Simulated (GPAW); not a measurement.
# Cl/Ni(100) in an electric field

Wanted: the out-of-plane polarisability of Cl/Ni(100).

Main program and level: GPAW 26.7.0; GPAW, PAW setups; slab in vacuum, relaxation, in the first sound run; inputs show where later runs differ.

This is a report of a sequence of runs, with most program output left out.

## (1) Starting point

The cell holds 5 atoms: 4 Ni and 1 Cl. Its edges and angles: a = 2.489 Å, b = 2.489 Å, c = 21.653 Å, α = 90.0°, β = 90.0°, γ = 90.0°. Vacuum lies along c.

## (2) Relaxation

Forces are removed first; all later runs use this geometry. The lowest 2 atoms are held at bulk positions and keep their forces.

The input, run.py:

```python
import json
import numpy as np
from ase import Atoms
from ase.constraints import FixAtoms
from ase.optimize import BFGS
from gpaw import GPAW, PW

slab = Atoms(
    ['Ni', 'Ni', 'Ni', 'Ni', 'Cl'],
    positions=[
        [1.24451, 1.24451, 7.00000],
        [0.00000, 0.00000, 8.76000],
        [1.24451, 1.24451, 10.52000],
        [0.00000, 0.00000, 12.28000],
        [0.00000, 0.00000, 14.65300]],
    cell=[[2.48902, 0.0, 0.0], [0.0, 2.48902, 0.0], [0.0, 0.0, 21.653]],
    pbc=[True, True, False],
    magmoms=[0.7, 0.7, 0.7, 0.7, 0.0])

slab.calc = GPAW(mode=PW(400), xc='PBE', kpts={'size': (13, 13, 1), 'gamma': True},
                 occupations={'name': 'fermi-dirac', 'width': 0.1}, nbands='160%',
                 convergence={'density': 1e-05}, maxiter=200,
                 poissonsolver={'dipolelayer': 'xy'},
                 symmetry={'tolerance': 1e-3, 'extra_ids': [1, 1, 0, 0, 0]}, txt='slab.txt')
result = {}
slab.set_constraint(FixAtoms([0, 1]))
path = []
opt = BFGS(slab, maxstep=0.2)
opt.attach(lambda: path.append((slab.get_potential_energy(), slab.positions.tolist(), slab.get_forces().tolist())))
result['relaxed'] = bool(opt.run(fmax=0.03, steps=40))
result['path'] = path
energy = slab.get_potential_energy()
fermi = slab.calc.get_fermi_level()
v = slab.calc.get_electrostatic_potential().mean((0, 1)) - fermi
n = slab.calc.get_pseudo_density().mean((0, 1))
L = slab.cell[2, 2]
z = np.arange(len(v)) * L / len(v)
low, high = slab.positions[:, 2].min(), slab.positions[:, 2].max()
below, above = np.interp([low - 4.8, high + 4.8], z, v)
slopes = [np.interp(x, z, np.gradient(v, z)) for x in (low - 4.8, high + 4.8)]
eps = np.array([[slab.calc.get_eigenvalues(k, s) for k in range(len(slab.calc.get_ibz_k_points()))]
                for s in range(slab.calc.get_number_of_spins())]) - fermi
top, bottom = eps[eps < 0].max(), eps[eps > 0].min()
dipole = slab.get_dipole_moment()[2]
print(f'energy {energy:.4f} eV, Fermi level {fermi:.4f} eV, dipole {dipole:.5f} e A')
print(f'potential 4.8 A off the faces, from the Fermi level: lower {below:.4f} eV, upper {above:.4f} eV')
print(f'slope of the potential there: lower {slopes[0]:.5f}, upper {slopes[1]:.5f} eV/A')
print(f'nearest levels on the mesh: {top:.4f} and {bottom:.4f} eV')
print('magnetic moment', round(slab.get_magnetic_moment(), 3))
result.update(energy=energy, fermi=fermi, dipole=dipole, below=below, above=above, slopes=slopes, edges=[top, bottom],
              z=z.tolist(), v=v.tolist(), n=n.tolist(), positions=slab.positions.tolist(),
              forces=slab.get_forces(apply_constraint=False).tolist(), moments=slab.get_magnetic_moments().tolist())
json.dump(result, open('result.json', 'w'))
```

The run is started by

```sh
$ OMP_NUM_THREADS=1 OPENBLAS_NUM_THREADS=1 python run.py
```

It took 63 min on 1 thread of Arm Neoverse V1, shared host; peak memory 0.32 GiB.

Step by step:

| step | energy less that of the first step (eV) | largest force (eV/Å) |
| --- | --- | --- |
| 1 | 0.0000 | 0.3914 |
| 2 | -0.0043 | 0.3754 |
| 3 | -0.0236 | 0.4051 |
| 4 | -0.0315 | 0.1308 |
| 5 | -0.0329 | 0.0603 |
| 6 | -0.0331 | 0.0634 |
| 7 | -0.0333 | 0.0635 |
| 8 | -0.0337 | 0.0633 |
| 9 | -0.0340 | 0.0876 |
| 10 | -0.0343 | 0.0964 |
| 11 | -0.0346 | 0.0795 |
| 12 | -0.0351 | 0.0520 |
| 13 | -0.0354 | 0.0267 |

The atoms that moved most (Å):

| atom | dx | dy | dz | length |
| --- | --- | --- | --- | --- |
| Cl5 | 0.000 | 0.000 | -0.115 | 0.115 |
| Ni3 | 0.000 | 0.000 | 0.025 | 0.025 |
| Ni4 | 0.000 | 0.000 | 0.015 | 0.015 |

Final coordinates:

```xyz
5
Lattice="2.4890 0.0000 0.0000 0.0000 2.4890 0.0000 0.0000 0.0000 21.6530" Properties=species:S:1:pos:R:3
Ni    1.2445    1.2445    7.0000
Ni    0.0000    0.0000    8.7600
Ni    1.2445    1.2445   10.5448
Ni    0.0000    0.0000   12.2949
Cl    0.0000    0.0000   14.5383
```

This step gave:

```yaml
dipole_along_the_normal: 0.01107 e·Å
levels_nearest_the_fermi_level_on_the_mesh: -0.01126, 0.003015 eV from the Fermi level
upper_work_function: 4.623 eV
lower_work_function: 4.945 eV
site_moments: 0.7734, 0.6932, 0.6564, 0.7177, 0.01988 μB
sum_of_the_site_moments: 2.861 μB
```

The electrostatic potential energy of an electron (without an applied field's), less the Fermi level, planar mean by z:

| z (Å) | electrostatic potential energy of an electron (without an applied field's), less the Fermi level, planar mean (eV) |
| --- | --- |
| 0.0 | 4.78 |
| 0.5 | 4.94 |
| 1.0 | 4.94 |
| 1.5 | 4.94 |
| 2.0 | 4.94 |
| 2.5 | 4.94 |
| 3.0 | 4.94 |
| 3.5 | 4.94 |
| 4.0 | 4.93 |
| 4.5 | 4.88 |
| 5.0 | 4.71 |
| 5.5 | 4.08 |
| 6.0 | 1.81 |
| 6.5 | -6.00 |
| 7.0 | -15.6 |
| 7.5 | -6.48 |
| 8.0 | -2.62 |
| 8.5 | -12.4 |
| 9.0 | -12.9 |
| 9.5 | -2.76 |
| 10.0 | -5.67 |
| 10.5 | -15.8 |
| 11.0 | -7.67 |
| 11.5 | -2.51 |
| 12.0 | -11.5 |
| 12.5 | -13.5 |
| 13.0 | -2.20 |
| 13.5 | 1.19 |
| 14.0 | -6.81 |
| 14.5 | -28.4 |
| 15.0 | -9.45 |
| 15.5 | 2.04 |
| 16.0 | 4.17 |
| 16.5 | 4.54 |
| 17.0 | 4.61 |
| 17.5 | 4.62 |
| 18.0 | 4.62 |
| 18.5 | 4.62 |
| 19.0 | 4.62 |
| 19.5 | 4.62 |
| 20.0 | 4.62 |
| 20.5 | 4.62 |
| 21.0 | 4.62 |
| 21.5 | 4.71 |

The pseudo valence density, planar mean oscillates, so the rows of the table below give means over windows of 1.84 Å about each position, cut where the curve ends. Its maxima inside the range that stand out by 2 % of the span (Å: e/Å³): 6.9: 3.23, 8.7: 3.14, 10.6: 3.25, 12.3: 3.30, 14.3: 0.725. Its minima: 7.8: 0.386, 9.7: 0.371, 11.5: 0.381, 13.4: 0.199.

Pseudo valence density, planar mean against z; means over each step:

z (Å), pseudo valence density, planar mean (e/Å³) and a bar:
```
     2.76       0.00 
     4.60       0.01 
     6.44       1.19 #########################
     8.28       1.45 ##############################
    10.12       1.45 ##############################
    11.96       1.42 #############################
    13.80       0.47 ##########
    15.64       0.24 #####
    17.48       0.00 
    19.32       0.00
```

Site moment by atom:

| atom | site moment (μB) |
| --- | --- |
| Ni1 | 0.773 |
| Ni2 | 0.693 |
| Ni3 | 0.656 |
| Ni4 | 0.718 |
| Cl5 | 0.020 |

The relaxation lowered the energy of the cell by 0.0354 eV (energies extrapolated to zero smearing; the optimiser's log prints free energies). The largest force left on a free atom is 0.027 eV/Å.

## (3) Plane waves, PBE

The work function is the vacuum plateau of the electrostatic potential less the Fermi level; a dipole layer lets the two faces have plateaus of their own.

This step: GPAW, PAW setups; slab in vacuum (GPAW 26.7.0).

Edit run.py of step 2 so:

```diff
@@ -3,4 +3,2 @@
 from ase import Atoms
-from ase.constraints import FixAtoms
-from ase.optimize import BFGS
 from gpaw import GPAW, PW
@@ -12,5 +10,5 @@
         [0.00000, 0.00000, 8.76000],
-        [1.24451, 1.24451, 10.52000],
-        [0.00000, 0.00000, 12.28000],
-        [0.00000, 0.00000, 14.65300]],
+        [1.24451, 1.24451, 10.54480],
+        [0.00000, -0.00000, 12.29485],
+        [0.00000, 0.00000, 14.53831]],
     cell=[[2.48902, 0.0, 0.0], [0.0, 2.48902, 0.0], [0.0, 0.0, 21.653]],
@@ -23,10 +21,4 @@
                  poissonsolver={'dipolelayer': 'xy'},
-                 symmetry={'tolerance': 1e-3, 'extra_ids': [1, 1, 0, 0, 0]}, txt='slab.txt')
+                 symmetry={'tolerance': 1e-3}, txt='slab.txt')
 result = {}
-slab.set_constraint(FixAtoms([0, 1]))
-path = []
-opt = BFGS(slab, maxstep=0.2)
-opt.attach(lambda: path.append((slab.get_potential_energy(), slab.positions.tolist(), slab.get_forces().tolist())))
-result['relaxed'] = bool(opt.run(fmax=0.03, steps=40))
-result['path'] = path
 energy = slab.get_potential_energy()
```

Elapsed: 7.1 min, on 1 thread; peak memory 0.31 GiB.

Numbers from this step:

- dipole along the normal: 0.01104 e·Å
- levels nearest the Fermi level on the mesh: -0.01127, 0.003005 eV from the Fermi level
- site moments: 0.7734, 0.6932, 0.6563, 0.7177, 0.01988 μB
- sum of the site moments: 2.860 μB

The electrostatic potential energy of an electron (without an applied field's), less the Fermi level, planar mean oscillates, so the rows of the table below give means over windows of 1.73 Å about each position, cut where the curve ends. Its maxima inside the range that stand out by 2 % of the span (Å: eV): 7.9: -2.12, 9.6: -1.99, 11.4: -2.34, 13.4: 1.29. Its minima: 7.0: -15.7, 8.8: -15.9, 10.5: -15.8, 12.3: -15.7, 14.5: -28.6.

The electrostatic potential energy of an electron (without an applied field's), less the Fermi level, planar mean by z; means over each step:

| z (Å) | electrostatic potential energy of an electron (without an applied field's), less the Fermi level, planar mean (eV) |
| --- | --- |
| 0.86 | 4.93 |
| 2.59 | 4.94 |
| 4.32 | 4.86 |
| 6.05 | -1.41 |
| 7.78 | -8.31 |
| 9.51 | -8.19 |
| 11.24 | -8.48 |
| 12.97 | -5.53 |
| 14.70 | -12.3 |
| 16.43 | 4.28 |
| 18.16 | 4.62 |
| 19.89 | 4.62 |

The pseudo valence density, planar mean oscillates, so the rows of the table below give means over windows of 1.84 Å about each position, cut where the curve ends. Its maxima inside the range that stand out by 2 % of the span (Å: e/Å³): 6.9: 3.23, 8.7: 3.14, 10.6: 3.25, 12.3: 3.30, 14.3: 0.725. Its minima: 7.8: 0.386, 9.7: 0.371, 11.5: 0.381, 13.4: 0.199.

The pseudo valence density, planar mean by z; means over each step:

z (Å), pseudo valence density, planar mean (e/Å³) and a bar:
```
     2.76       0.00 
     4.60       0.01 
     6.44       1.19 #########################
     8.28       1.45 ##############################
    10.12       1.45 ##############################
    11.96       1.42 #############################
    13.80       0.47 ##########
    15.64       0.24 #####
    17.48       0.00 
    19.32       0.00
```

Force by atom:

| atom | x (eV/Å) | y (eV/Å) | z (eV/Å) | size |
| --- | --- | --- | --- | --- |
| Ni1 | 0.000 | 0.000 | 0.273 | 0.273 |
| Ni2 | 0.000 | 0.000 | -0.276 | 0.276 |
| Ni3 | 0.000 | 0.000 | -0.008 | 0.008 |
| Ni4 | 0.000 | 0.000 | 0.027 | 0.027 |
| Cl5 | 0.000 | 0.000 | -0.017 | 0.017 |

The potential is flat to 4.6e-4 eV/Å where it is read, so the vacuum is wide enough.

## (4) Field on

A uniform field along the normal polarises the slab; the atoms stay fixed, so this is the electronic response alone.

Edit run.py of step 3 so:

```diff
@@ -4,2 +4,3 @@
 from gpaw import GPAW, PW
+from gpaw.external import ConstantElectricField
 
@@ -21,2 +22,3 @@
                  poissonsolver={'dipolelayer': 'xy'},
+                 external=ConstantElectricField(-0.2, [0, 0, 1]),
                  symmetry={'tolerance': 1e-3}, txt='slab.txt')
```

Run time: 36 min. Hardware: 1 thread; peak memory 0.66 GiB.

Numbers from this step:

```
dipole along the normal                                         : -0.05804 e·Å
levels nearest the Fermi level on the mesh                      : -0.01060, 8.44e-4 eV from the Fermi level
site moments                                                    : 0.7757, 0.6938, 0.6565, 0.7173, 0.01950 μB
sum of the site moments                                         : 2.863 μB
potential below the slab, the applied field's own ramp left out : 3.866 eV from the Fermi level
potential above the slab, the applied field's own ramp left out : 5.561 eV from the Fermi level
```

The electrostatic potential energy of an electron (without an applied field's), less the Fermi level, planar mean oscillates, so the rows of the table below give means over windows of 1.84 Å about each position, cut where the curve ends. Its maxima inside the range that stand out by 2 % of the span (Å: eV): 7.9: -2.71, 9.6: -2.23, 11.5: -2.21, 13.4: 1.80. Its minima: 7.0: -16.4, 8.8: -16.3, 10.5: -15.9, 12.3: -15.4, 14.5: -27.9.

The electrostatic potential energy of an electron (without an applied field's), less the Fermi level, planar mean by z; means over each step:

z (Å), electrostatic potential energy of an electron (without an applied field's), less the Fermi level, planar mean (eV) and a bar from the least value:
```
     0.92        4.0 ###########################
     2.76        3.9 ###########################
     4.60        3.7 ##########################
     6.44       -6.3 ######
     8.28       -9.0 
    10.12       -8.5 #
    11.96       -8.1 ##
    13.80       -8.1 ##
    15.64        0.0 ###################
    17.48        5.5 ##############################
    19.32        5.6 ##############################
    21.16        5.5 ##############################
```

Force by atom:

| atom | x (eV/Å) | y (eV/Å) | z (eV/Å) | size |
| --- | --- | --- | --- | --- |
| Ni1 | 0.000 | 0.000 | 0.273 | 0.273 |
| Ni2 | 0.000 | 0.000 | -0.277 | 0.277 |
| Ni3 | 0.000 | 0.000 | -0.007 | 0.007 |
| Ni4 | 0.000 | 0.000 | 0.018 | 0.018 |
| Cl5 | 0.000 | 0.000 | -0.008 | 0.008 |

The dipole is now -0.0580 e Å, against 0.011 in the run without a field.

## (5) Field on

Edit run.py of step 4 so:

```diff
@@ -22,3 +22,3 @@
                  poissonsolver={'dipolelayer': 'xy'},
-                 external=ConstantElectricField(-0.2, [0, 0, 1]),
+                 external=ConstantElectricField(-0.1, [0, 0, 1]),
                  symmetry={'tolerance': 1e-3}, txt='slab.txt')
```

Wall time 37 min (1 thread); peak memory 0.66 GiB.

This step gave:

* dipole along the normal: -0.02352 e·Å
* levels nearest the Fermi level on the mesh: -0.01090, 0.001767 eV from the Fermi level
* site moments: 0.7744, 0.6935, 0.6565, 0.7175, 0.01969 μB
* sum of the site moments: 2.862 μB
* potential below the slab, the applied field's own ramp left out: 4.405 eV from the Fermi level
* potential above the slab, the applied field's own ramp left out: 5.092 eV from the Fermi level

The electrostatic potential energy of an electron (without an applied field's), less the Fermi level, planar mean oscillates, so the rows of the table below give means over windows of 1.84 Å about each position, cut where the curve ends. Its maxima inside the range that stand out by 2 % of the span (Å: eV): 7.9: -2.41, 9.6: -2.11, 11.5: -2.28, 13.4: 1.55. Its minima: 7.0: -16.1, 8.8: -16.1, 10.5: -15.8, 12.3: -15.5, 14.5: -28.3.

Table of electrostatic potential energy of an electron (without an applied field's), less the Fermi level, planar mean by z; means over each step:

z (Å), electrostatic potential energy of an electron (without an applied field's), less the Fermi level, planar mean (eV) and a bar from the least value:
```
     0.92        4.4 #############################
     2.76        4.4 #############################
     4.60        4.2 ############################
     6.44       -5.9 ######
     8.28       -8.7 
    10.12       -8.4 #
    11.96       -8.2 #
    13.80       -8.4 #
    15.64       -0.4 ##################
    17.48        5.1 ##############################
    19.32        5.1 ##############################
    21.16        5.1 ##############################
```

Force by atom:

| atom | x (eV/Å) | y (eV/Å) | z (eV/Å) | size |
| --- | --- | --- | --- | --- |
| Ni1 | 0.000 | 0.000 | 0.273 | 0.273 |
| Ni2 | 0.000 | 0.000 | -0.277 | 0.277 |
| Ni3 | 0.000 | 0.000 | -0.008 | 0.008 |
| Ni4 | 0.000 | 0.000 | 0.023 | 0.023 |
| Cl5 | 0.000 | 0.000 | -0.013 | 0.013 |

The dipole is now -0.0235 e Å, against 0.011 in the run without a field.

## (6) Field on

Edit run.py of step 5 so:

```diff
@@ -22,3 +22,3 @@
                  poissonsolver={'dipolelayer': 'xy'},
-                 external=ConstantElectricField(-0.1, [0, 0, 1]),
+                 external=ConstantElectricField(-0.05, [0, 0, 1]),
                  symmetry={'tolerance': 1e-3}, txt='slab.txt')
```

The job ended after 30 min (1 thread; peak memory 0.66 GiB).

## (7) Field on

Edit run.py of step 6 so:

```diff
@@ -22,3 +22,3 @@
                  poissonsolver={'dipolelayer': 'xy'},
-                 external=ConstantElectricField(-0.05, [0, 0, 1]),
+                 external=ConstantElectricField(0.05, [0, 0, 1]),
                  symmetry={'tolerance': 1e-3}, txt='slab.txt')
```

The job ended after 40 min (1 thread; peak memory 0.66 GiB).

## (8) In a field

Edit run.py of step 7 so:

```diff
@@ -22,3 +22,3 @@
                  poissonsolver={'dipolelayer': 'xy'},
-                 external=ConstantElectricField(0.05, [0, 0, 1]),
+                 external=ConstantElectricField(0.1, [0, 0, 1]),
                  symmetry={'tolerance': 1e-3}, txt='slab.txt')
```

The job ended after 55 min (1 thread; peak memory 0.66 GiB).

The dipole is now 0.0457 e Å, against 0.011 in the run without a field.

## (9) Field on

Edit run.py of step 8 so:

```diff
@@ -22,3 +22,3 @@
                  poissonsolver={'dipolelayer': 'xy'},
-                 external=ConstantElectricField(0.1, [0, 0, 1]),
+                 external=ConstantElectricField(0.2, [0, 0, 1]),
                  symmetry={'tolerance': 1e-3}, txt='slab.txt')
```

It took 33 min on 1 thread; peak memory 0.66 GiB.

The dipole is now 0.0802 e Å, against 0.011 in the run without a field.

[end of part 1 of 2]

[Logs are printed without paths, hosts, clocks, repeated set-up lines and the standing remarks that a program may print on its own settings, such as how far it seeks lower states.]

[Hosts, paths, dates, database ids (printed as entryN), source tags and the programs' standing remarks are cut or masked in the printed files.]
